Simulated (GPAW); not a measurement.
# Cr2CO2 MXene monolayer: work function by functional and basis

Wanted: work functions and dipole of Cr2CO2 MXene monolayer, with the cost of each level.

Calculated with GPAW 26.7.0; GPAW, PAW setups; layer in a repeated cell with vacuum, relaxation of atoms and in-plane cell, in the first sound run; inputs show where later runs differ.

### Step 1. The structure

The cell holds 5 atoms: 2 O, 2 Cr and 1 C. Its edges and angles: a = 2.836 Å, b = 2.836 Å, c = 18.209 Å, α = 90.0°, β = 90.0°, γ = 120.0°. Vacuum lies along c.

### Step 2. Relaxation

Forces are removed first; all later runs use this geometry.

Input file run.py:

```python
import json
import numpy as np
from ase import Atoms
from ase.filters import FrechetCellFilter
from ase.optimize import BFGS
from gpaw import GPAW, PW

slab = Atoms(
    ['O', 'Cr', 'C', 'Cr', 'O'],
    positions=[
        [-0.00000, 1.63735, 7.00000],
        [1.41799, 0.81868, 7.98539],
        [0.00000, 0.00000, 9.10439],
        [-0.00000, 1.63735, 10.22339],
        [1.41799, 0.81868, 11.20879]],
    cell=[[2.83598, 0.0, 0.0], [-1.41799, 2.45603, 0.0], [0.0, 0.0, 18.2088]],
    pbc=[True, True, True],
    magmoms=[0.0, 2.0, 0.0, 2.0, 0.0])

slab.calc = GPAW(mode=PW(600), xc='PBE', kpts={'size': (12, 12, 1), 'gamma': True},
                 occupations={'name': 'fermi-dirac', 'width': 0.05}, nbands='160%',
                 convergence={'density': 1e-05}, maxiter=200,
                 symmetry={'tolerance': 1e-3}, txt='slab.txt')
result = {}
# The in-plane cell is free; stress needs a cell that repeats along all three vectors
path = []
opt = BFGS(FrechetCellFilter(slab, mask=[1, 1, 0, 0, 0, 1]), maxstep=0.2)
opt.attach(lambda: path.append((slab.get_potential_energy(), slab.positions.tolist(), slab.get_forces().tolist())))
result['relaxed'] = bool(opt.run(fmax=0.02, steps=45))
result['path'] = path
result['cell'] = slab.cell.tolist()
print('in-plane lattice', slab.cell.cellpar().round(4)[[0, 1, 5]])
energy = slab.get_potential_energy()
fermi = slab.calc.get_fermi_level()
v = slab.calc.get_electrostatic_potential().mean((0, 1)) - fermi
n = slab.calc.get_pseudo_density().mean((0, 1))
L = slab.cell[2, 2]
z = np.arange(len(v)) * L / len(v)
low, high = slab.positions[:, 2].min(), slab.positions[:, 2].max()
below, above = np.interp([low - 4.8, high + 4.8], z, v)
slopes = [np.interp(x, z, np.gradient(v, z)) for x in (low - 4.8, high + 4.8)]
eps = np.array([[slab.calc.get_eigenvalues(k, s) for k in range(len(slab.calc.get_ibz_k_points()))]
                for s in range(slab.calc.get_number_of_spins())]) - fermi
top, bottom = eps[eps < 0].max(), eps[eps > 0].min()
dipole = slab.get_dipole_moment()[2]
print(f'energy {energy:.4f} eV, Fermi level {fermi:.4f} eV, dipole {dipole:.5f} e A')
print(f'potential 4.8 A off the faces, from the Fermi level: lower {below:.4f} eV, upper {above:.4f} eV')
print(f'slope of the potential there: lower {slopes[0]:.5f}, upper {slopes[1]:.5f} eV/A')
print(f'nearest levels on the mesh: {top:.4f} and {bottom:.4f} eV')
print('magnetic moment', round(slab.get_magnetic_moment(), 3))
result.update(energy=energy, fermi=fermi, dipole=dipole, below=below, above=above, slopes=slopes, edges=[top, bottom],
              z=z.tolist(), v=v.tolist(), n=n.tolist(), positions=slab.positions.tolist(),
              forces=slab.get_forces(apply_constraint=False).tolist(), moments=slab.get_magnetic_moments().tolist())
json.dump(result, open('result.json', 'w'))
```

Command:

```bash
$ OMP_NUM_THREADS=1 OPENBLAS_NUM_THREADS=1 python run.py
```

What it wrote:

```text
Step          Energy          fmax
BFGS:    0      -42.052421        1.231564
BFGS:    1      -42.136165        0.978626
BFGS:    2      -42.459445        0.715628
BFGS:    3      -42.481176        0.462236
BFGS:    4      -42.497411        0.062545
BFGS:    5      -42.496817        0.033061
BFGS:    6      -42.496372        0.025820
BFGS:    7      -42.495580        0.019787
in-plane lattice [  2.8856   2.8856 120.    ]
energy -42.4848 eV, Fermi level -1.1081 eV, dipole 0.00002 e A
potential 4.8 A off the faces, from the Fermi level: lower 6.4323 eV, upper 6.4334 eV
slope of the potential there: lower -0.00064, upper 0.00010 eV/A
nearest levels on the mesh: -0.0233 and 0.0048 eV
magnetic moment 3.992
```

Elapsed: 8.8 min, on 1 thread of Intel Xeon 6975P-C (Granite Rapids), shared host; peak memory 0.4 GiB.

Numbers from this step:

| Quantity | Value |
| --- | --- |
| dipole along the normal | 1.72e-5 e·Å |
| levels nearest the Fermi level on the mesh | -0.02330, 0.004810 eV from the Fermi level |
| site moments | -0.01881, 2.043, -0.1299, 2.043, -0.01881 μB |
| sum of the site moments | 3.918 μB |

The electrostatic potential energy of an electron (without an applied field's), less the Fermi level, planar mean oscillates, so the rows of the table below give means over windows of 1.39 Å about each position, cut where the curve ends. Its maxima inside the range that stand out by 2 % of the span (Å: eV): 7.2: -10.8, 8.6: -5.89, 9.6: -5.89, 11.0: -10.8. Its minima: 6.9: -13.1, 7.8: -18.7, 9.1: -12.8, 10.4: -18.7, 11.3: -13.1.

Table of electrostatic potential energy of an electron (without an applied field's), less the Fermi level, planar mean by z; means over each step:

| z (Å) | electrostatic potential energy of an electron (without an applied field's), less the Fermi level, planar mean (eV) |
| --- | --- |
| 0.69 | 6.43 |
| 2.08 | 6.43 |
| 3.48 | 6.43 |
| 4.87 | 6.39 |
| 6.26 | 0.191 |
| 7.65 | -14.0 |
| 9.04 | -8.42 |
| 10.43 | -13.5 |
| 11.82 | -1.66 |
| 13.21 | 6.36 |
| 14.60 | 6.43 |
| 15.99 | 6.43 |
| 17.38 | 6.43 |

Table of pseudo valence density, planar mean by z:

| z (Å) | pseudo valence density, planar mean (e/Å³) |
| --- | --- |
| 4.0 | 5.7e-5 |
| 4.5 | 3.3e-4 |
| 5.0 | 0.00206 |
| 5.5 | 0.0137 |
| 6.0 | 0.0981 |
| 6.5 | 0.590 |
| 7.0 | 1.02 |
| 7.5 | 0.675 |
| 8.0 | 0.596 |
| 8.5 | 0.487 |
| 9.0 | 0.557 |
| 9.5 | 0.527 |
| 10.0 | 0.507 |
| 10.5 | 0.671 |
| 11.0 | 0.851 |
| 11.5 | 0.910 |
| 12.0 | 0.217 |
| 12.5 | 0.0298 |
| 13.0 | 0.00438 |
| 13.5 | 7.1e-4 |
| 14.0 | 1.2e-4 |
| 14.5 | 2.1e-5 |

Site moment by atom:

| atom | site moment (μB) |
| --- | --- |
| O1 | -0.02 |
| Cr2 | 2.04 |
| C3 | -0.13 |
| Cr4 | 2.04 |
| O5 | -0.02 |

The relaxation lowered the energy of the cell by 0.445 eV (energies extrapolated to zero smearing; the optimiser's log prints free energies). The largest force left on a free atom is 0.020 eV/Å.

### Step 3. The slab's potential

The work function is the vacuum plateau of the electrostatic potential less the Fermi level; a dipole layer lets the two faces have plateaus of their own.

This step: GPAW, PAW setups; slab in vacuum (GPAW 26.7.0).

The cell differs from the one that the last finished run ended in (c 18.209 → 18.474 Å).

run.py: that of step 2 with these lines changed.

```diff
@@ -3,4 +3,2 @@
 from ase import Atoms
-from ase.filters import FrechetCellFilter
-from ase.optimize import BFGS
 from gpaw import GPAW, PW
@@ -10,24 +8,17 @@
     positions=[
-        [-0.00000, 1.63735, 7.00000],
-        [1.41799, 0.81868, 7.98539],
-        [0.00000, 0.00000, 9.10439],
-        [-0.00000, 1.63735, 10.22339],
-        [1.41799, 0.81868, 11.20879]],
-    cell=[[2.83598, 0.0, 0.0], [-1.41799, 2.45603, 0.0], [0.0, 0.0, 18.2088]],
-    pbc=[True, True, True],
+        [-0.00000, 1.66600, 7.00000],
+        [1.44280, 0.83301, 7.94698],
+        [0.00000, -0.00000, 9.23723],
+        [-0.00000, 1.66600, 10.52748],
+        [1.44280, 0.83301, 11.47447]],
+    cell=[[2.88561, -0.0, 0.0], [-1.4428, 2.49901, 0.0], [0.0, 0.0, 18.4745]],
+    pbc=[True, True, False],
     magmoms=[0.0, 2.0, 0.0, 2.0, 0.0])
 
-slab.calc = GPAW(mode=PW(600), xc='PBE', kpts={'size': (12, 12, 1), 'gamma': True},
+slab.calc = GPAW(mode=PW(500), xc='PBE', kpts={'size': (12, 12, 1), 'gamma': True},
                  occupations={'name': 'fermi-dirac', 'width': 0.05}, nbands='160%',
                  convergence={'density': 1e-05}, maxiter=200,
+                 poissonsolver={'dipolelayer': 'xy'},
                  symmetry={'tolerance': 1e-3}, txt='slab.txt')
 result = {}
-# The in-plane cell is free; stress needs a cell that repeats along all three vectors
-path = []
-opt = BFGS(FrechetCellFilter(slab, mask=[1, 1, 0, 0, 0, 1]), maxstep=0.2)
-opt.attach(lambda: path.append((slab.get_potential_energy(), slab.positions.tolist(), slab.get_forces().tolist())))
-result['relaxed'] = bool(opt.run(fmax=0.02, steps=45))
-result['path'] = path
-result['cell'] = slab.cell.tolist()
-print('in-plane lattice', slab.cell.cellpar().round(4)[[0, 1, 5]])
 energy = slab.get_potential_energy()
```

What it wrote:

```text
energy -41.7870 eV, Fermi level -1.1745 eV, dipole -0.00019 e A
potential 4.8 A off the faces, from the Fermi level: lower 6.4182 eV, upper 6.4294 eV
slope of the potential there: lower -0.00023, upper 0.00023 eV/A
nearest levels on the mesh: -0.0207 and 0.0041 eV
magnetic moment 3.991
```

Elapsed: 40 s, on 1 thread; peak memory 0.25 GiB.

Numbers from this step:

* dipole along the normal: -1.91e-4 e·Å
* levels nearest the Fermi level on the mesh: -0.02071, 0.004098 eV from the Fermi level
* upper work function: 6.429 eV
* lower work function: 6.418 eV
* site moments: -0.01907, 2.042, -0.1300, 2.042, -0.01907 μB
* sum of the site moments: 3.915 μB

The electrostatic potential energy of an electron (without an applied field's), less the Fermi level, planar mean oscillates, so the rows of the table below give means over windows of 1.44 Å about each position, cut where the curve ends. Its maxima inside the range that stand out by 2 % of the span (Å: eV): 7.3: -10.9, 8.8: -5.93, 9.7: -5.93, 11.2: -10.9. Its minima: 7.0: -13.1, 8.0: -18.6, 9.2: -12.8, 10.5: -18.6, 11.5: -13.0.

Electrostatic potential energy of an electron (without an applied field's), less the Fermi level, planar mean against z; means over each step:

| z (Å) | electrostatic potential energy of an electron (without an applied field's), less the Fermi level, planar mean (eV) |
| --- | --- |
| 0.72 | 6.42 |
| 2.16 | 6.42 |
| 3.60 | 6.42 |
| 5.04 | 6.36 |
| 6.48 | -1.14 |
| 7.92 | -13.4 |
| 9.36 | -8.52 |
| 10.80 | -14.2 |
| 12.24 | 2.07 |
| 13.68 | 6.40 |
| 15.12 | 6.43 |
| 16.56 | 6.43 |
| 18.00 | 6.43 |

The pseudo valence density, planar mean oscillates, so the rows of the table below give means over windows of 1 Å about each position, cut where the curve ends. Its maxima inside the range that stand out by 2 % of the span (Å: e/Å³): 7.1: 1.04, 9.2: 0.558, 11.4: 1.04. Its minima: 8.5: 0.478, 10.0: 0.478.

The pseudo valence density, planar mean by z; means over each step:

| z (Å) | pseudo valence density, planar mean (e/Å³) |
| --- | --- |
| 4 | 6.3e-5 |
| 5 | 0.00230 |
| 6 | 0.105 |
| 7 | 0.833 |
| 8 | 0.613 |
| 9 | 0.533 |
| 10 | 0.535 |
| 11 | 0.804 |
| 12 | 0.443 |
| 13 | 0.0133 |
| 14 | 3.2e-4 |
| 15 | 1.1e-5 |

Force by atom:

| atom | x (eV/Å) | y (eV/Å) | z (eV/Å) | size |
| --- | --- | --- | --- | --- |
| O1 | 0.000 | 0.000 | -0.103 | 0.103 |
| Cr2 | 0.000 | 0.000 | 0.007 | 0.007 |
| C3 | 0.000 | 0.000 | 0.000 | 0.000 |
| Cr4 | 0.000 | 0.000 | -0.007 | 0.007 |
| O5 | 0.000 | 0.000 | 0.103 | 0.103 |

The potential is flat to 2.3e-4 eV/Å where it is read, so the vacuum is wide enough.

### Step 4. Self-consistent run: xc = "revPBE"

The same geometry under revPBE, to see how far the functional moves the levels against the vacuum.

run.py: that of step 3 with these lines changed.

```diff
@@ -17,3 +17,3 @@
 
-slab.calc = GPAW(mode=PW(500), xc='PBE', kpts={'size': (12, 12, 1), 'gamma': True},
+slab.calc = GPAW(mode=PW(500), xc='revPBE', kpts={'size': (12, 12, 1), 'gamma': True},
                  occupations={'name': 'fermi-dirac', 'width': 0.05}, nbands='160%',
```

What it wrote:

```text
energy -39.9353 eV, Fermi level -1.0705 eV, dipole -0.00019 e A
potential 4.8 A off the faces, from the Fermi level: lower 6.2988 eV, upper 6.3100 eV
slope of the potential there: lower -0.00023, upper 0.00023 eV/A
nearest levels on the mesh: -0.0011 and 0.0076 eV
magnetic moment 3.997
```

Wall time 40 s (1 thread); peak memory 0.24 GiB.

This step gave:

```
levels nearest the Fermi level on the mesh : -0.001050, 0.007617 eV from the Fermi level
upper work function                        : 6.310 eV
lower work function                        : 6.299 eV
site moments                               : -0.02595, 2.062, -0.1383, 2.062, -0.02595 μB
sum of the site moments                    : 3.933 μB
```

The electrostatic potential energy of an electron (without an applied field's), less the Fermi level, planar mean oscillates, so the rows of the table below give means over windows of 1.44 Å about each position, cut where the curve ends. Its maxima inside the range that stand out by 2 % of the span (Å: eV): 7.3: -10.9, 8.8: -6.00, 9.7: -6.00, 11.2: -10.9. Its minima: 7.0: -13.1, 8.0: -18.7, 9.2: -12.9, 10.5: -18.6, 11.5: -13.1.

Table of electrostatic potential energy of an electron (without an applied field's), less the Fermi level, planar mean by z; means over each step:

| z (Å) | electrostatic potential energy of an electron (without an applied field's), less the Fermi level, planar mean (eV) |
| --- | --- |
| 0.72 | 6.30 |
| 2.16 | 6.30 |
| 3.60 | 6.30 |
| 5.04 | 6.24 |
| 6.48 | -1.24 |
| 7.92 | -13.4 |
| 9.36 | -8.60 |
| 10.80 | -14.2 |
| 12.24 | 1.97 |
| 13.68 | 6.28 |
| 15.12 | 6.31 |
| 16.56 | 6.31 |
| 18.00 | 6.31 |

Pseudo valence density, planar mean against z:

| z (Å) | pseudo valence density, planar mean (e/Å³) |
| --- | --- |
| 4.0 | 4.1e-5 |
| 4.5 | 2.3e-4 |
| 5.0 | 0.00127 |
| 5.5 | 0.00835 |
| 6.0 | 0.0574 |
| 6.5 | 0.394 |
| 7.0 | 1.02 |
| 7.5 | 0.719 |
| 8.0 | 0.646 |
| 8.5 | 0.480 |
| 9.0 | 0.550 |
| 9.5 | 0.546 |
| 10.0 | 0.479 |
| 10.5 | 0.653 |
| 11.0 | 0.741 |
| 11.5 | 1.02 |
| 12.0 | 0.364 |
| 12.5 | 0.0501 |
| 13.0 | 0.00761 |
| 13.5 | 0.00118 |
| 14.0 | 2.1e-4 |
| 14.5 | 3.8e-5 |

Site moment by atom:

| atom | site moment (μB) |
| --- | --- |
| O1 | -0.03 |
| Cr2 | 2.06 |
| C3 | -0.14 |
| Cr4 | 2.06 |
| O5 | -0.03 |

Force by atom:

| atom | x (eV/Å) | y (eV/Å) | z (eV/Å) | size |
| --- | --- | --- | --- | --- |
| O1 | 0.000 | 0.000 | -0.399 | 0.399 |
| Cr2 | 0.000 | 0.000 | 0.057 | 0.057 |
| C3 | 0.000 | 0.000 | 0.000 | 0.000 |
| Cr4 | 0.000 | 0.000 | -0.057 | 0.057 |
| O5 | 0.000 | 0.000 | 0.399 | 0.399 |

The upper face's work function is 6.310 eV, against 6.429 eV in the first plane-wave PBE run at this geometry.

### Step 5. Self-consistent run: xc = "RPBE"

The same geometry under RPBE, to see how far the functional moves the levels against the vacuum.

run.py: that of step 4 with these lines changed.

```diff
@@ -17,3 +17,3 @@
 
-slab.calc = GPAW(mode=PW(500), xc='revPBE', kpts={'size': (12, 12, 1), 'gamma': True},
+slab.calc = GPAW(mode=PW(500), xc='RPBE', kpts={'size': (12, 12, 1), 'gamma': True},
                  occupations={'name': 'fermi-dirac', 'width': 0.05}, nbands='160%',
```

What it wrote:

```text
energy -39.5855 eV, Fermi level -1.0619 eV, dipole -0.00019 e A
potential 4.8 A off the faces, from the Fermi level: lower 6.2981 eV, upper 6.3093 eV
slope of the potential there: lower -0.00023, upper 0.00023 eV/A
nearest levels on the mesh: -0.0334 and 0.0061 eV
magnetic moment 3.998
```

Elapsed: 40 s, on 1 thread; peak memory 0.25 GiB.

Numbers from this step:

- levels nearest the Fermi level on the mesh: -0.03342, 0.006075 eV from the Fermi level
- upper work function: 6.309 eV
- lower work function: 6.298 eV
- site moments: -0.02831, 2.069, -0.1408, 2.069, -0.02831 μB
- sum of the site moments: 3.940 μB

The upper face's work function is 6.309 eV, against 6.429 eV in the first plane-wave PBE run at this geometry.

### Step 6. OptPBE vdW: xc = "optPBE-vdW"

The same geometry under optPBE-vdW, to see how far the functional moves the levels against the vacuum (the van der Waals functionals take revPBE setups).

run.py: that of step 5 with these lines changed.

```diff
@@ -17,3 +17,3 @@
 
-slab.calc = GPAW(mode=PW(500), xc='RPBE', kpts={'size': (12, 12, 1), 'gamma': True},
+slab.calc = GPAW(mode=PW(500), xc='optPBE-vdW', kpts={'size': (12, 12, 1), 'gamma': True},
                  occupations={'name': 'fermi-dirac', 'width': 0.05}, nbands='160%',
```

What it wrote:

```text
energy -64.7310 eV, Fermi level -1.4072 eV, dipole -0.00019 e A
potential 4.8 A off the faces, from the Fermi level: lower 6.7097 eV, upper 6.7209 eV
slope of the potential there: lower -0.00023, upper 0.00023 eV/A
nearest levels on the mesh: -0.0237 and 0.0125 eV
magnetic moment 3.991
```

The job ended after 49 s (1 thread; peak memory 0.39 GiB).

Numbers from this step:

| Quantity | Value |
| --- | --- |
| dipole along the normal | -1.90e-4 e·Å |
| levels nearest the Fermi level on the mesh | -0.02370, 0.01249 eV from the Fermi level |
| upper work function | 6.721 eV |
| lower work function | 6.710 eV |
| site moments | -0.01658, 2.038, -0.1299, 2.038, -0.01658 μB |
| sum of the site moments | 3.914 μB |

The electrostatic potential energy of an electron (without an applied field's), less the Fermi level, planar mean oscillates, so the rows of the table below give means over windows of 1.44 Å about each position, cut where the curve ends. Its maxima inside the range that stand out by 2 % of the span (Å: eV): 7.3: -10.7, 8.8: -5.88, 9.7: -5.87, 11.2: -10.7. Its minima: 7.0: -12.9, 8.0: -18.5, 9.2: -12.7, 10.5: -18.5, 11.5: -12.9.

Electrostatic potential energy of an electron (without an applied field's), less the Fermi level, planar mean against z; means over each step:

z (Å), electrostatic potential energy of an electron (without an applied field's), less the Fermi level, planar mean (eV) and a bar from the least value:
```
     0.72        6.7 ##############################
     2.16        6.7 ##############################
     3.60        6.7 ##############################
     5.04        6.6 ##############################
     6.48       -0.9 ###################
     7.92      -13.3 #
     9.36       -8.5 ########
    10.80      -14.0 
    12.24        2.3 ########################
    13.68        6.7 ##############################
    15.12        6.7 ##############################
    16.56        6.7 ##############################
    18.00        6.7 ##############################
```

The upper face's work function is 6.721 eV, against 6.429 eV in the first plane-wave PBE run at this geometry.

### Step 7. Self-consistent run: xc = "vdW-DF2"

The same geometry under vdW-DF2, to see how far the functional moves the levels against the vacuum (the van der Waals functionals take revPBE setups).

run.py: that of step 6 with these lines changed.

```diff
@@ -17,3 +17,3 @@
 
-slab.calc = GPAW(mode=PW(500), xc='optPBE-vdW', kpts={'size': (12, 12, 1), 'gamma': True},
+slab.calc = GPAW(mode=PW(500), xc='vdW-DF2', kpts={'size': (12, 12, 1), 'gamma': True},
                  occupations={'name': 'fermi-dirac', 'width': 0.05}, nbands='160%',
```

What it wrote:

```text
energy -159.9503 eV, Fermi level -1.6001 eV, dipole -0.00019 e A
potential 4.8 A off the faces, from the Fermi level: lower 6.9876 eV, upper 6.9987 eV
slope of the potential there: lower -0.00031, upper 0.00031 eV/A
nearest levels on the mesh: -0.0202 and 0.0145 eV
magnetic moment 3.996
```

It took 52 s on 1 thread; peak memory 0.37 GiB.

This step gave:

```yaml
dipole_along_the_normal: -1.88e-4 e·Å
levels_nearest_the_fermi_level_on_the_mesh: -0.02017, 0.01448 eV from the Fermi level
upper_work_function: 6.999 eV
lower_work_function: 6.988 eV
site_moments: -0.003129, 2.031, -0.1244, 2.031, -0.003129 μB
sum_of_the_site_moments: 3.931 μB
```

The electrostatic potential energy of an electron (without an applied field's), less the Fermi level, planar mean oscillates, so the rows of the table below give means over windows of 1.44 Å about each position, cut where the curve ends. Its maxima inside the range that stand out by 2 % of the span (Å: eV): 7.3: -10.7, 8.8: -5.92, 9.7: -5.92, 11.2: -10.7. Its minima: 7.0: -12.7, 8.0: -18.6, 9.2: -12.7, 10.5: -18.6, 11.5: -12.7.

The electrostatic potential energy of an electron (without an applied field's), less the Fermi level, planar mean by z; means over each step:

z (Å), electrostatic potential energy of an electron (without an applied field's), less the Fermi level, planar mean (eV) and a bar from the least value:
```
     0.72        7.0 ##############################
     2.16        7.0 ##############################
     3.60        7.0 ##############################
     5.04        6.9 ##############################
     6.48       -0.7 ###################
     7.92      -13.3 #
     9.36       -8.5 ########
    10.80      -14.1 
    12.24        2.5 ########################
    13.68        7.0 ##############################
    15.12        7.0 ##############################
    16.56        7.0 ##############################
    18.00        7.0 ##############################
```

The upper face's work function is 6.999 eV, against 6.429 eV in the first plane-wave PBE run at this geometry.

(Part 1 of 2 ends here.)

[Logs are printed without paths, hosts, clocks, repeated set-up lines and the standing remarks that a program may print on its own settings, such as how far it seeks lower states.]

[Hosts, paths, dates, database ids (printed as entryN), source tags and the programs' standing remarks are cut or masked in the printed files.]
